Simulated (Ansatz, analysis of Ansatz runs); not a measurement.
# Reproducing a measured migration barrier: interstitial O in bcc Nb, hop from an octahedral to the next octahedral site, part 2 of 2

Aim: the migration barrier of interstitial O in bcc Nb, hop from an octahedral to the next octahedral site, to be set beside the measurement. Set-up: PBE-D3(BJ), 32-site cell, PBE-D3(BJ) lattice, 420 eV, k: 4x4x4 Gamma-centred. The model is a cell of 32 host atoms with 1 O put in. The barrier is the energy of the highest image of a climbing band over the relaxed site that the atom leaves.

Ansatz 0.2.0; PBE-D3(BJ), 32-site cell, PBE-D3(BJ) lattice, 420 eV, k: 4x4x4 Gamma-centred.

So far: The starting structure; Relaxation, charge 0.

## (3) Nudged elastic band

A band of images joins the two ends; its highest image climbs to the saddle, whose energy over the site left is the barrier.

This step: plane-wave PAW DFT, PBE-D3(BJ); nudged elastic band between two relaxed defect structures at fixed charge.

File neb/input.yaml:

```yaml
crystal:
  lattice:
    - [0.0, 6.52873177, 6.52873177]
    - [6.52873177, 0.0, 6.52873177]
    - [6.52873177, 6.52873177, 0.0]
  atoms:
    - { symbol: Nb, position: [-0.010377404, -0.010377404, 0.010377404] }
    - { symbol: Nb, position: [0.118946216, 0.118946216, 0.135354473] }
    - { symbol: Nb, position: [0.25028192, 0.25028192, 0.24971808] }
    - { symbol: Nb, position: [0.375, 0.375, 0.383785735] }
    - { symbol: Nb, position: [-0.00028192, -0.00028192, 0.50028192] }
    - { symbol: Nb, position: [0.118946216, 0.118946216, 0.626753095] }
    - { symbol: Nb, position: [0.218742532, 0.218742532, 0.781257468] }
    - { symbol: Nb, position: [0.375, 0.375, 0.866214265] }
    - { symbol: Nb, position: [0.001548823, 0.498530628, -0.001548823] }
    - { symbol: Nb, position: [0.132798948, 0.617201052, 0.125] }
    - { symbol: Nb, position: [0.251469372, 0.748451177, 0.251548823] }
    - { symbol: Nb, position: [0.376753095, 0.885354473, 0.368946216] }
    - { symbol: Nb, position: [0.001548823, 0.498530628, 0.501469372] }
    - { symbol: Nb, position: [0.133785735, 0.616214265, 0.625] }
    - { symbol: Nb, position: [0.251469372, 0.748451177, 0.748530628] }
    - { symbol: Nb, position: [0.373246905, 0.864645527, 0.881053784] }
    - { symbol: Nb, position: [0.498530628, 0.001548823, -0.001548823] }
    - { symbol: Nb, position: [0.617201052, 0.132798948, 0.125] }
    - { symbol: Nb, position: [0.748451177, 0.251469372, 0.251548823] }
    - { symbol: Nb, position: [0.885354473, 0.376753095, 0.368946216] }
    - { symbol: Nb, position: [0.498530628, 0.001548823, 0.501469372] }
    - { symbol: Nb, position: [0.616214265, 0.133785735, 0.625] }
    - { symbol: Nb, position: [0.748451177, 0.251469372, 0.748530628] }
    - { symbol: Nb, position: [0.864645527, 0.373246905, 0.881053784] }
    - { symbol: Nb, position: [0.49971808, 0.49971808, 0.00028192] }
    - { symbol: Nb, position: [0.631053784, 0.631053784, 0.114645527] }
    - { symbol: Nb, position: [0.760377404, 0.760377404, 0.239622596] }
    - { symbol: Nb, position: [0.875, 0.875, 0.382798948] }
    - { symbol: Nb, position: [0.531257468, 0.531257468, 0.468742532] }
    - { symbol: Nb, position: [0.631053784, 0.631053784, 0.623246905] }
    - { symbol: Nb, position: [0.75028192, 0.75028192, 0.74971808] }
    - { symbol: Nb, position: [0.875, 0.875, 0.867201052] }
    - { symbol: O, position: [0.375, 0.375, 0.625] }
basis:
  ecutwfc: 420
  xc_grid: 2
hamiltonian:
  xc: pbe
  dispersion: d3bj
kpoints:
  mp_grid: { grid: [4, 4, 4] }
scf:
  occupations: { method: methfessel_paxton, width: 0.1 }
  max_iter: 120
output:
  forces: true
neb:
  images: 3
  f_tol: 0.04
  climbing: true
  initial_path: idpp
  max_iterations: 45
  order_check: false
  final_atoms:
    - { symbol: Nb, position: [0.006913607, -0.000489713, 9.152e-05] }
    - { symbol: Nb, position: [0.124396557, 0.124228373, 0.124809606] }
[... 1 atom line left out ...]
    - { symbol: Nb, position: [0.405372116, 0.343252814, 0.343834047] }
[... 2 atom lines left out ...]
    - { symbol: Nb, position: [0.249114643, 0.258296012, 0.741305795] }
    - { symbol: Nb, position: [0.372645257, 0.375979673, 0.873542703] }
    - { symbol: Nb, position: [-0.006939147, 0.501263373, 0.010446013] }
[... 1 atom line left out ...]
    - { symbol: Nb, position: [0.249114643, 0.740724562, 0.258877245] }
[... 2 atom lines left out ...]
    - { symbol: Nb, position: [0.092857169, 0.655767761, 0.656348993] }
    - { symbol: Nb, position: [0.247361557, 0.755564077, 0.756145309] }
[... 1 atom line left out ...]
    - { symbol: Nb, position: [0.491315678, -0.000489713, 9.152e-05] }
[... 4 atom lines left out ...]
    - { symbol: Nb, position: [0.622565825, 0.126059105, 0.623622134] }
    - { symbol: Nb, position: [0.749114643, 0.257309251, 0.742292556] }
[... 5 atom lines left out ...]
    - { symbol: Nb, position: [0.490328918, 0.499510287, 0.50009152] }
[... 3 atom lines left out ...]
    - { symbol: O, position: [0.249114643, 0.499510287, 0.50009152] }
```

On the command line:

```sh
$ ansatz run input.yaml --threads 4 --pin off --max-ram 14131MiB --backend cpu --events-out ev --progress --plain --runs-dir out
```

Numbers of over 12 decimals in the logs are rounded to 6 here.

What it wrote:

```text
[...]
Warning: neb: disabling space-group detection — the band's intermediate images generally break the endpoint symmetry, so no spatial operation reduces the k-mesh or symmetrises the density, except that a semilocal band can use its path's symmetry ahead of [...]
[...]
NEB image 0
Crystal: 33 atoms, lattice volume = 556.566 Å³
Basis set: ecut = 420 eV, 10969 PW (Γ), exchange–correlation on 128×128×128 points (8 copies of the dense FFT grid, shifted against one another)
Bands: 254, of which v1, the nominal top of the filled ones, is band 211 counted from 1 (210 counted from 0)
Symmetry: 1 space group operations
k-points: 36 of 64 (time reversal used)
[...]
SCF iter   1: F=—  HF=-146265.652960 eV  |F-HF|=—  |Δ(HF+E_count)|=         —  Δρ=5.38e-3  dr2=2.87e-1  ethr=1.77e-3  ⟨swp⟩=6.0  Hψ=35959  notcnv=0
[...]
SCF iter   7: F=-146265.609824 eV  HF=-146265.609824 eV  |F-HF|=4.51e-9  |Δ(HF+E_count)|=   5.33e-8  S|Δr|=    0.00e0  Δρ=1.69e-6  dr2=1.44e-8  ethr=2.37e-11  ⟨swp⟩=4.0  Hψ=27343  notcnv=0
SCF 1 converged in 7 iterations: F = -146265.609824 eV  dr2 = 1.44e-8
[...]
NSCF: frozen V_eff on 36 k-points
NEB image 4
SCF iter   1: F=—  HF=-146265.653221 eV  |F-HF|=—  |Δ(HF+E_count)|=         —  Δρ=5.38e-3  dr2=2.87e-1  ethr=1.77e-3  ⟨swp⟩=5.9  Hψ=35970  notcnv=0
[...]
SCF iter   7: F=-146265.609824 eV  HF=-146265.609824 eV  |F-HF|=4.39e-9  |Δ(HF+E_count)|=   5.29e-8  S|Δr|=    0.00e0  Δρ=1.68e-6  dr2=1.43e-8  ethr=2.37e-11  ⟨swp⟩=4.0  Hψ=27343  notcnv=0
SCF 2 converged in 7 iterations: F = -146265.609824 eV  dr2 = 1.43e-8
[...]
NEB end point (image 0): max|allowed force component| = 2.483e-3 eV/Å (the criterion of neb.relax_end_points is 1.000e-2)
NEB end point (image 4): max|allowed force component| = 2.484e-3 eV/Å (the criterion of neb.relax_end_points is 1.000e-2)
NEB image 1
SCF iter   1: F=—  HF=-146264.753630 eV  |F-HF|=—  |Δ(HF+E_count)|=         —  Δρ=5.83e-3  dr2=3.62e-1  ethr=1.77e-3  ⟨swp⟩=5.8  Hψ=35926  notcnv=0
[...]
SCF iter   7: F=-146264.702310 eV  HF=-146264.702310 eV  |F-HF|=1.08e-8  |Δ(HF+E_count)|=   6.54e-8  S|Δr|=    0.00e0  Δρ=1.95e-6  dr2=2.42e-8  ethr=2.37e-11  ⟨swp⟩=4.0  Hψ=27515  notcnv=0
SCF 3 converged in 7 iterations: F = -146264.702310 eV  dr2 = 2.42e-8
NEB image 2
SCF iter   1: F=—  HF=-146263.993201 eV  |F-HF|=—  |Δ(HF+E_count)|=         —  Δρ=6.27e-3  dr2=3.90e-1  ethr=1.77e-3  ⟨swp⟩=5.8  Hψ=35733  notcnv=0
[...]
SCF iter   7: F=-146263.935574 eV  HF=-146263.935574 eV  |F-HF|=6.58e-9  |Δ(HF+E_count)|=   1.14e-8  S|Δr|=    0.00e0  Δρ=1.84e-6  dr2=1.75e-8  ethr=2.37e-11  ⟨swp⟩=4.0  Hψ=26830  notcnv=0
SCF 4 converged in 7 iterations: F = -146263.935574 eV  dr2 = 1.75e-8
NEB image 3
SCF iter   1: F=—  HF=-146264.893239 eV  |F-HF|=—  |Δ(HF+E_count)|=         —  Δρ=5.78e-3  dr2=3.38e-1  ethr=1.77e-3  ⟨swp⟩=5.7  Hψ=35715  notcnv=0
[...]
SCF iter   7: F=-146264.843994 eV  HF=-146264.843994 eV  |F-HF|=9.78e-9  |Δ(HF+E_count)|=   5.91e-8  S|Δr|=    0.00e0  Δρ=1.95e-6  dr2=2.34e-8  ethr=2.37e-11  ⟨swp⟩=4.0  Hψ=27509  notcnv=0
SCF 5 converged in 7 iterations: F = -146264.843994 eV  dr2 = 2.34e-8
NEB iter   1: max|band force component| = 3.373e0 eV/Å  barrier→ = 1.6743 eV  barrier← = 1.6743 eV  Δτ_max = 0.1912 Å  (35 SCF iters)
NEB image 1
[...]
iter 1 solved again at ethr=3.88e-4 eV; its pass at ethr=3.10e-3 eV (dr2=1.64e0 eV) is discarded
[...]
SCF iter   7: F=-146264.672047 eV  HF=-146264.672047 eV  |F-HF|=5.50e-9  |Δ(HF+E_count)|=   4.39e-8  S|Δr|=    0.00e0  Δρ=2.30e-6  dr2=2.16e-8  ethr=2.37e-11  ⟨swp⟩=4.0  Hψ=26513  notcnv=0
SCF 6 converged in 7 iterations: F = -146264.672047 eV  dr2 = 2.16e-8
NEB image 2
[...]
SCF iter   7: F=-146263.837618 eV  HF=-146263.837618 eV  |F-HF|=1.43e-8  |Δ(HF+E_count)|=   2.16e-8  S|Δr|=    0.00e0  Δρ=2.85e-6  dr2=4.67e-8  ethr=2.37e-11  ⟨swp⟩=4.0  Hψ=27549  notcnv=0
SCF 7 converged in 7 iterations: F = -146263.837618 eV  dr2 = 4.67e-8
NEB image 3
[...]
SCF iter   7: F=-146264.701228 eV  HF=-146264.701228 eV  |F-HF|=8.93e-9  |Δ(HF+E_count)|=   7.90e-8  S|Δr|=    0.00e0  Δρ=2.54e-6  dr2=2.89e-8  ethr=2.37e-11  ⟨swp⟩=4.0  Hψ=27168  notcnv=0
SCF 8 converged in 7 iterations: F = -146264.701228 eV  dr2 = 2.89e-8
NEB iter   2: max|band force component| = 1.052e0 eV/Å  barrier→ = 1.7722 eV  barrier← = 1.7722 eV  Δτ_max = 0.1019 Å  (21 SCF iters)
NEB image 1
[...]
SCF iter   7: F=-146264.965303 eV  HF=-146264.965303 eV  |F-HF|=4.71e-9  |Δ(HF+E_count)|=   3.37e-8  S|Δr|=    0.00e0  Δρ=1.74e-6  dr2=1.35e-8  ethr=2.37e-11  ⟨swp⟩=4.0  Hψ=25698  notcnv=0
SCF 9 converged in 7 iterations: F = -146264.965303 eV  dr2 = 1.35e-8
NEB image 2
[...]
SCF iter   7: F=-146264.277975 eV  HF=-146264.277976 eV  |F-HF|=1.01e-8  |Δ(HF+E_count)|=   5.83e-8  S|Δr|=    0.00e0  Δρ=2.47e-6  dr2=2.38e-8  ethr=2.37e-11  ⟨swp⟩=4.0  Hψ=27125  notcnv=0
SCF 10 converged in 7 iterations: F = -146264.277975 eV  dr2 = 2.38e-8
NEB image 3
[...]
SCF iter   7: F=-146264.983125 eV  HF=-146264.983125 eV  |F-HF|=5.12e-9  |Δ(HF+E_count)|=   2.76e-8  S|Δr|=    0.00e0  Δρ=1.64e-6  dr2=1.41e-8  ethr=2.37e-11  ⟨swp⟩=4.0  Hψ=25627  notcnv=0
SCF 11 converged in 7 iterations: F = -146264.983125 eV  dr2 = 1.41e-8
NEB iter   3: max|band force component| = 8.442e-1 eV/Å  barrier→ = 1.3318 eV  barrier← = 1.3318 eV  Δτ_max = 0.0337 Å  (21 SCF iters)
[...]
NEB iter   4: max|band force component| = 4.402e-1 eV/Å  barrier→ = 1.3010 eV  barrier← = 1.3010 eV  CI = image 2  Δτ_max = 0.0548 Å  (18 SCF iters)
[...]
NEB iter   5: max|band force component| = 7.741e-2 eV/Å  barrier→ = 1.2822 eV  barrier← = 1.2822 eV  CI = image 2  Δτ_max = 0.0173 Å  (18 SCF iters)
[...]
NEB iter   6: max|band force component| = 3.399e-2 eV/Å  barrier→ = 1.2790 eV  barrier← = 1.2790 eV  CI = image 2  Δτ_max = 0.0086 Å  (16 SCF iters)
[...]
NEB iter   7: max|band force component| = 5.485e-2 eV/Å  barrier→ = 1.2781 eV  barrier← = 1.2781 eV  CI = image 2  Δτ_max = 0.0126 Å  (5 SCF iters)
NEB image 1
[...]
SCF iter   5: F=-146264.996646 eV  HF=-146264.996646 eV  |F-HF|=5.09e-9  |Δ(HF+E_count)|=   2.33e-9  S|Δr|=    0.00e0  Δρ=1.40e-6  dr2=1.19e-8  ethr=2.37e-11  ⟨swp⟩=4.0  Hψ=25505  notcnv=0
SCF 22 converged in 5 iterations: F = -146264.996646 eV  dr2 = 1.19e-8
NEB image 2
[...]
SCF iter   5: F=-146264.331834 eV  HF=-146264.331834 eV  |F-HF|=3.64e-9  |Δ(HF+E_count)|=  9.31e-10  S|Δr|=    0.00e0  Δρ=1.00e-6  dr2=4.83e-9  ethr=1.69e-11  ⟨swp⟩=2.0  Hψ=25575  notcnv=0
SCF 23 converged in 5 iterations: F = -146264.331834 eV  dr2 = 4.83e-9
NEB image 3
[...]
SCF iter   5: F=-146264.996592 eV  HF=-146264.996592 eV  |F-HF|=2.29e-8  |Δ(HF+E_count)|=   3.04e-8  S|Δr|=    0.00e0  Δρ=2.83e-6  dr2=4.54e-8  ethr=2.37e-11  ⟨swp⟩=4.0  Hψ=27581  notcnv=0
SCF 24 converged in 5 iterations: F = -146264.996592 eV  dr2 = 4.54e-8
NEB image 1
[...]
NEB image 3
[...]
NEB image 2
[...]
NEB iter   8: max|band force component| = 2.811e-2 eV/Å  barrier→ = 1.2780 eV  barrier← = 1.2780 eV  CI = image 2  Δτ_max = 0.0000 Å  (15 SCF iters)
SCF converged after 5 iterations
[...]
Free energy (F): -146264.331834 eV
[...]
Internal energy: -146264.343108 eV  (E = F + TS)
E sigma→0 (E₀):  -146264.334652 eV
Entropy (-TS):   0.011275 eV (0.342 meV/atom)
Fermi energy:    18.736910 eV
[...]
--- Forces (eV/Å), atoms counted from 1 ---
  atom   1  Nb    -0.00090928     0.00261435     0.00513628
  atom   2  Nb     0.00493542    -0.00293305     0.00160374
  [... 1 atom left out ...]
  atom   4  Nb    -0.00694963    -0.00069013     0.00279773
  [... 2 atoms left out ...]
  atom   7  Nb     0.00099545     0.00215270    -0.00674795
  atom   8  Nb     0.00117678    -0.00073160     0.00128204
  [... 5 atoms left out ...]
  atom  14  Nb     0.00586131    -0.00089693     0.00270466
  atom  15  Nb     0.00180108     0.00308948     0.00314487
  [... 1 atom left out ...]
  atom  17  Nb     0.00057033    -0.00346054    -0.00427293
  [... 4 atoms left out ...]
  atom  22  Nb    -0.00177807    -0.00131264     0.00123476
  atom  23  Nb     0.00061093     0.00064239     0.00276214
  [... 5 atoms left out ...]
  atom  29  Nb     0.00087827     0.00329257     0.00345930
  [... 3 atoms left out ...]
  atom  33  O     -0.00076750     0.00121797    -0.00367526
  max |Σ_I F_I| component: 1.06e-5 eV/Å
--- Band table (eV; the first three rows and the last of 36) ---
[...]
[... further k-points left out ...]
this run last wrote the band of iteration 8 to <dir>; this run last wrote the band within `neb.f_tol` of iteration 6 to <dir>
--- NEB band (5 images, 8 band iterations, 149 SCF iterations) ---
  forward barrier  = 1.277990 eV
  backward barrier = 1.277990 eV
  lagrangian_above_aufbau_ev (what the smearing adds, to first order; not taken off the barriers): saddle image +0.003202 eV, end points +0.010297 and +0.010297 eV
  climbing image's point = of an order that was not read
  energies are F+E_penalty+E_count in eV, relative to image 0
  image     s (Å)  Δ vs image 0  max|band force component| (eV/Å)
      0    0.0000      0.000000                                 —
      1    0.5063      0.613178                          1.498e-2
  *   2    1.0125      1.277990                          7.035e-3
      3    1.5188      0.613232                          2.811e-2
      4    2.0251      0.000000                                 —
  climbing-image geometry (image 2):
  cell:  # Å, volume = 556.5657 Å³
    - [0.0, 6.52873177, 6.52873177]
    - [6.52873177, 0.0, 6.52873177]
    - [6.52873177, 6.52873177, 0.0]
  atoms:
    - { symbol: Nb, position: [-0.002597, -0.003311, 0.003150] }
    - { symbol: Nb, position: [0.121424, 0.120084, 0.132327] }
    - { symbol: Nb, position: [0.250061, 0.246535, 0.245425] }
    - { symbol: Nb, position: [0.386776, 0.362417, 0.356793] }
    - { symbol: Nb, position: [-0.004978, 0.007009, 0.500459] }
    - { symbol: Nb, position: [0.122714, 0.124019, 0.626148] }
    - { symbol: Nb, position: [0.237321, 0.231463, 0.768302] }
    - { symbol: Nb, position: [0.373327, 0.375948, 0.876586] }
    - { symbol: Nb, position: [-0.001227, 0.500885, 0.001597] }
    - { symbol: Nb, position: [0.126921, 0.622327, 0.126569] }
    - { symbol: Nb, position: [0.250792, 0.751197, 0.248594] }
    - { symbol: Nb, position: [0.375691, 0.876275, 0.373163] }
    - { symbol: Nb, position: [-0.002014, 0.498558, 0.501235] }
    - { symbol: Nb, position: [0.106159, 0.643033, 0.637415] }
    - { symbol: Nb, position: [0.248415, 0.750513, 0.751890] }
    - { symbol: Nb, position: [0.374017, 0.867451, 0.879725] }
    - { symbol: Nb, position: [0.497218, 0.001220, -0.001439] }
    - { symbol: Nb, position: [0.626728, 0.122728, 0.121870] }
    - { symbol: Nb, position: [0.751004, 0.247928, 0.249298] }
    - { symbol: Nb, position: [0.881906, 0.375114, 0.371846] }
    - { symbol: Nb, position: [0.501441, -0.001772, 0.498921] }
    - { symbol: Nb, position: [0.626092, 0.123187, 0.623859] }
    - { symbol: Nb, position: [0.748070, 0.252234, 0.747548] }
    - { symbol: Nb, position: [0.873102, 0.373651, 0.875780] }
    - { symbol: Nb, position: [0.502676, 0.499299, -0.007198] }
    - { symbol: Nb, position: [0.625338, 0.626653, 0.123492] }
    - { symbol: Nb, position: [0.752636, 0.751870, 0.247971] }
    - { symbol: Nb, position: [0.876022, 0.873227, 0.377515] }
    - { symbol: Nb, position: [0.517952, 0.512100, 0.487665] }
    - { symbol: Nb, position: [0.629054, 0.627926, 0.624700] }
    - { symbol: Nb, position: [0.742206, 0.754334, 0.753274] }
    - { symbol: Nb, position: [0.871520, 0.877938, 0.877060] }
    - { symbol: O, position: [0.312126, 0.437379, 0.562471] }
```

It took 76 min on 4 threads of Arm Neoverse V1, shared host; peak memory 11 GiB; 5.1 h of CPU time.

Images along the path:

```tsv
image	path (Å)	energy (eV)	O33: x, y, z (Å)
0	0.000	0.0000	6.529, 6.529, 4.897
1	0.506	0.6132	6.528, 6.128, 4.896
2	1.013	1.2780	6.528, 5.710, 4.893
3	1.519	0.6132	6.527, 5.293, 4.891
4	2.025	0.0000	6.526, 4.891, 4.888
```

This step gave:

```
free energy      : -146264.3318 eV
smearing term TS : -0.01127 eV
barrier forward  : 1.278 eV
barrier backward : 1.278 eV
```

## (4) What came out

| Item | Value |
| --- | --- |
| migration barrier (saddle less minimum) | 1.28 eV |
| energy difference of the two ends | 0.00 eV |
| length of the hop | 1.64 Å |
| time of the whole chain | 83 min on 4 threads |

What this shows: Migration barrier: computed 1.28 eV, measured 1.11 eV; 0.17 eV above the measurement. The measured number is an Arrhenius activation energy of long-range diffusion; for H it holds zero-point energy and, in bcc metals near room temperature, tunnelling. One hop between neighbouring sites is computed at the host's lattice.

[Logs are printed without paths, hosts, clocks, repeated set-up lines and the standing remarks that a program may print on its own settings, such as how far it seeks lower states.]

[Hosts, paths, dates, database ids (printed as entryN), source tags and the programs' standing remarks are cut or masked in the printed files.]

[For some hosts the program warned that the k-mesh of the response run may be too coarse for force constants and the static dielectric constant; such warnings are not shown here.]
